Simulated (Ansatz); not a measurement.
# The perfect Nb wire along [111], 7 atoms a period, part 2 of 2

What gap, if any, does the Nb wire along [111], 7 atoms a period have, and how many channels would it open?

Ansatz 0.2.0; DFT PBE, plane waves, PAW; relaxation of a wire's period; PAW set soft_1 (the session's first sound run).

So far: The structure; Relaxing the period.

**2. Relaxing the period (continued)**

Relaxation path:

| step | energy less that of the first step (eV) | largest force component (eV/Å) | pressure (GPa) | volume (Å³) |
| --- | --- | --- | --- | --- |
| 1 | 0.0000 | 1.4969 | -5.70 | 401.68 |
| 2 | -0.9193 | 0.7824 | 1.88 | 384.49 |
| 3 | -1.0671 | 0.0806 | -0.60 | 384.66 |
| 4 | -1.0811 | 0.0444 | -0.27 | 382.59 |
| 5 | -1.0887 | 0.0084 | -0.08 | 379.48 |
| 6* | -1.0880 | 0.0086 | -0.08 | 379.48 |

Relaxation steps marked * repeat the geometry before them on a plane-wave basis chosen anew for their cell, so energy and pressure can jump there.

The run keeps the 4 symmetry operations that it works with, so distortions that break them were not tested.

| cell as run | before | after | change |
| --- | --- | --- | --- |
| c (Å) | 2.867 | 2.708 | -5.5 % |

The atoms that moved most (Å, along periodic axes as changes of fractional coordinates times the final cell, across vacuum about the mean position):

| atom | dx | dy | dz | length |
| --- | --- | --- | --- | --- |
| Nb7 | -0.100 | -0.057 | 0.022 | 0.117 |
| Nb4 | -0.100 | 0.057 | -0.022 | 0.117 |
| Nb5 | 0.100 | -0.057 | 0.022 | 0.117 |
| Nb2 | 0.100 | 0.057 | -0.022 | 0.117 |
| Nb6 | 0.000 | 0.113 | 0.027 | 0.117 |
| Nb3 | 0.000 | -0.113 | -0.027 | 0.117 |

Final coordinates:

```cif
data_structure
_symmetry_space_group_name_H-M 'P 1'
_symmetry_Int_Tables_number 1
_cell_length_a 11.4810
_cell_length_b 12.2050
_cell_length_c 2.7082
_cell_angle_alpha 90.000
_cell_angle_beta 90.000
_cell_angle_gamma 90.000
_cell_volume 379.48
loop_
_atom_site_label
_atom_site_type_symbol
_atom_site_fract_x
_atom_site_fract_y
_atom_site_fract_z
_atom_site_occupancy
Nb1 Nb 0.50000 0.50001 0.00000 1
Nb2 Nb 0.30482 0.39399 0.32503 1
Nb3 Nb 0.50000 0.71216 0.32336 1
Nb4 Nb 0.69519 0.39399 0.32503 1
Nb5 Nb 0.30482 0.60603 0.67497 1
Nb6 Nb 0.50000 0.28786 0.67664 1
Nb7 Nb 0.69519 0.60603 0.67497 1
```

Numbers from this step:

```
energy at zero smearing    : -31856.8074 eV
cell length along the wire : 2.708 Å
```

The cell's length comes to 2.708 Å with spin left out.

**3. The wire at its relaxed period**

This step: DFT PBE, plane waves, PAW; bands of a perfect wire; PAW set soft_1 (Ansatz 0.2.0).

At the relaxed period the bands are computed along the axis; those that cross an energy going forward count the channels that a perfect wire would open there.

Input file input.yaml:

```yaml
crystal:
  lattice:
    - [11.481, 0.0, 0.0]
    - [0.0, 12.205, 0.0]
    - [0.0, 0.0, 2.7081647768]
  atoms:
    - { symbol: Nb, position: [0.500002042, 0.500008495, 0.0] }
    - { symbol: Nb, position: [0.304815681, 0.393986955, 0.325031114] }
    - { symbol: Nb, position: [0.500002042, 0.712156562, 0.323355565] }
    - { symbol: Nb, position: [0.695188403, 0.393986955, 0.325031114] }
    - { symbol: Nb, position: [0.304815681, 0.606030035, 0.674968886] }
    - { symbol: Nb, position: [0.500002042, 0.287860428, 0.676644435] }
    - { symbol: Nb, position: [0.695188403, 0.606030035, 0.674968886] }
kpoints:
  mp_grid: { grid: [1, 1, 30] }
  band_path: { path: ["Γ", Z], npoints: 90 }
scf:
  occupations: { method: fermi_dirac, width: 0.05 }
hamiltonian:
  xc: pbe
  pseudopotentials: { kind: paw, azcp: { folder: soft_1 } }
output:
  dos: { e_range: [-5, 4] }
  write_potential: true
  write_density: true
  volumetric_format: npy
```

Command:

```sh
$ ansatz run input.yaml --threads 4 --pin off --max-ram 16384MiB --backend cpu --events-out ev --progress --plain --runs-dir out
```

Numbers of over 12 decimals in the logs are rounded to 6 here.

Log:

```text
[...]
Crystal: 7 atoms, lattice volume = 379.483 Å³
Basis set: ecut = 420 eV, 7443 PW (Γ)
Bands: 55, of which v1, the nominal top of the filled ones, is band 46 counted from 1 (45 counted from 0)
Symmetry: 4 space group operations
[...]
k-points: 16 of 30
[...]
SCF iter   1: F=—  HF=-31866.270481 eV  |F-HF|=—  |Δ(HF+E_count)|=         —  Δρ=5.40e-2  dr2=6.22e1  ethr=3.10e-3  ⟨swp⟩=11.6  Hψ=4409  notcnv=0
[...]
SCF iter  11: F=-31856.845275 eV  HF=-31856.845275 eV  |F-HF|=1.09e-8  |Δ(HF+E_count)|=   2.70e-8  Δρ=1.55e-6  dr2=2.43e-8  ethr=1.10e-10  ⟨swp⟩=1.0  Hψ=2113  notcnv=0
SCF 1 converged in 11 iterations: F = -31856.845275 eV  dr2 = 2.43e-8
[...]
NSCF: frozen V_eff on 91 k-points
WARN: The output density's exchange-correlation potential varies sharply where the density is thin. Do not read a vacuum level from v_tot or v_xc, or from such a field of the output density. On a cell that repeats whose density bears no net charge and no dipole along the vacuum's axis use v_es (v_loc + v_h of the components); under efield.dipole_correction with no amplitude use v_es + v_field, which holds any externa [...]
SCF converged after 11 iterations
Free energy (F): -31856.845275 eV
[...]
Internal energy: -31856.755147 eV  (E = F + TS)
E sigma→0 (E₀):  -31856.800211 eV
Entropy (-TS):   -0.090128 eV (-12.875 meV/atom)
Fermi energy:    3.796457 eV
[...]
--- Band table (eV; the first three rows and the last of 16) ---
  k-point 0: bands = [... 42 lower, 2.6787, 2.8703, 3.1211, 3.3001, 4.0629, 4.0670, 4.0829, 4.2542, ... 5 higher]
  k-point 1: bands = [... 42 lower, 2.6719, 2.9071, 3.1334, 3.3077, 4.0302, 4.0561, 4.0727, 4.2201, ... 5 higher]
  k-point 2: bands = [... 42 lower, 2.6550, 3.0176, 3.1704, 3.3305, 3.9603, 3.9819, 4.0591, 4.1660, ... 5 higher]
  k-point 15: bands = [... 42 lower, 3.5012, 4.2958, 4.6038, 4.6168, 4.6246, 4.6309, 4.8571, 4.8957, ... 5 higher]
```

Wall time 25 s (4 threads of Arm Neoverse V1, shared host); peak memory 1.3 GiB; 96 s of CPU time.

Numbers from this step:

| Item | Value |
| --- | --- |
| energy at zero smearing | -31856.8002 eV |
| band gap | 0 eV |

Electronic bands along the path, in eV, zero at the Fermi level:

| point | band 43 | band 44 | band 45 | band 46 | band 47 | band 48 | band 49 | band 50 |
| --- | --- | --- | --- | --- | --- | --- | --- | --- |
| Γ | -1.12 | -0.93 | -0.68 | -0.50 | 0.27 | 0.27 | 0.29 | 0.46 |
| halfway | -0.80 | -0.27 | -0.24 | -0.21 | -0.02 | 0.03 | 0.06 | 0.33 |
| Z | -0.30 | 0.50 | 0.81 | 0.82 | 0.83 | 0.83 | 1.06 | 1.10 |

Between Γ and Z the bands cross the Fermi level 11 times, so a perfect wire would conduct at least 11 G₀, with spin left out.

**4. Results**

- cell length, PBE: 2.708 Å
- ballistic conductance by band crossings, a lower bound, PBE: 11 G₀

**Reading.** Under PBE the cell's length is 2.71 Å, and the bands cross the Fermi level 11 times between Γ and Z, which gives a perfect wire at least 11 G₀ (opposite crossings within one step of the path cancel in such a count). No spin was allowed, though thin wires with open d shells can turn magnetic.

[Logs are printed without paths, hosts, clocks, repeated set-up lines and the standing remarks that a program may print on its own settings, such as how far it seeks lower states.]

[Hosts, paths, dates, database ids (printed as entryN), source tags and the programs' standing remarks are cut or masked in the printed files.]
